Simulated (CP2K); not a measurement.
Consider 3-ethynylpyrrole at its PBE geometry (Å).

```xyz
12

C     3.0714   -0.2347   -0.0104
C     1.8583   -0.1461   -0.0102
C     0.4461   -0.0407   -0.0088
C    -0.4802   -0.7601   -0.8379
C    -1.7509   -0.3444   -0.4985
N    -1.6315    0.5988    0.5045
C    -0.3093    0.7949    0.8144
H     4.1379   -0.3078   -0.0060
H    -0.2221   -1.4938   -1.5929
H    -2.7214   -0.6365   -0.8814
H    -2.4053    1.0756    0.9497
H     0.0070    1.4948    1.5775
```

Method: CP2K XAS_TDP, all-electron GAPW, PBEh(45%), aug-cc-pVDZ, TDA, no relativity.

Q: Predict the bright core excitations at the C K edge.

Leading lines: C1 281.85 eV, C2 282.08 eV, C3 282.49 eV, C4 282.07 eV, C5 282.71 eV and C7 282.35 eV. The leading line of an atom is its first one with 35 % of the strongest within 2.5 eV of its lowest line over the strength cut. 

The first six lines of each atom with a strength over 0.0015:

| atom | energy (eV) | states | strength, one atom |
| --- | --- | --- | --- |
| C1 (bonded to C and H) | 281.85 | 1 | 0.0419 |
|  | 281.99 | 1 | 0.0483 |
|  | 284.11 | 1 | 0.0050 |
|  | 284.65 | 1 | 0.0029 |
|  | 285.00 | 1 | 0.0022 |
|  | 285.10 | 1 | 0.0019 |
| C2 (bonded to 2 C) | 282.08 | 1 | 0.0406 |
|  | 282.21 | 1 | 0.0516 |
|  | 285.17 | 1 | 0.0048 |
|  | 286.24 | 1 | 0.0096 |
|  | 286.44 | 1 | 0.0024 |
|  | 287.18 | 1 | 0.0028 |
| C3 (bonded to 3 C) | 282.49 | 1 | 0.0371 |
|  | 284.94 | 1 | 0.0017 |
|  | 285.96 | 1 | 0.0125 |
|  | 286.18 | 1 | 0.0017 |
|  | 286.59 | 1 | 0.0080 |
|  | 287.45 | 1 | 0.0045 |
| C4 (bonded to 2 C and H) | 282.07 | 1 | 0.0512 |
|  | 284.15 | 1 | 0.0056 |
|  | 284.65 | 1 | 0.0048 |
|  | 285.27 | 1 | 0.0072 |
|  | 285.46 | 1 | 0.0034 |
|  | 286.68 | 1 | 0.0045 |
| C5 (bonded to C, N and H) | 282.71 | 1 | 0.0526 |
|  | 284.62 | 1 | 0.0104 |
|  | 285.55 | 1 | 0.0033 |
|  | 286.37 | 1 | 0.0036 |
|  | 286.53 | 1 | 0.0016 |
|  | 286.61 | 1 | 0.0036 |
| C7 (bonded to C, N and H) | 282.35 | 1 | 0.0519 |
|  | 284.81 | 1 | 0.0095 |
|  | 285.77 | 1 | 0.0044 |
|  | 286.46 | 1 | 0.0024 |
|  | 286.55 | 1 | 0.0038 |
|  | 286.60 | 1 | 0.0034 |

Lines are vertical, at one geometry, with no vibrational structure. Without a correction of the core level, line positions, and the gaps between valence and Rydberg lines, follow the share of exact exchange. At this level such K lines come out 3 to 6 eV under measured ones. These values hold no scalar relativity, about 0.1 eV for C 1s. Rydberg lines, and the discretised continuum above threshold, depend on the basis and the box.

[Banner, clock and machine lines of the logs are left out without a mark of their own.]

[Logs are printed without paths, hosts, clocks, repeated set-up lines and the standing remarks that a program may print on its own settings, such as how far it seeks lower states.]

[Hosts, paths, dates, database ids (printed as entryN), source tags and the programs' standing remarks are cut or masked in the printed files.]
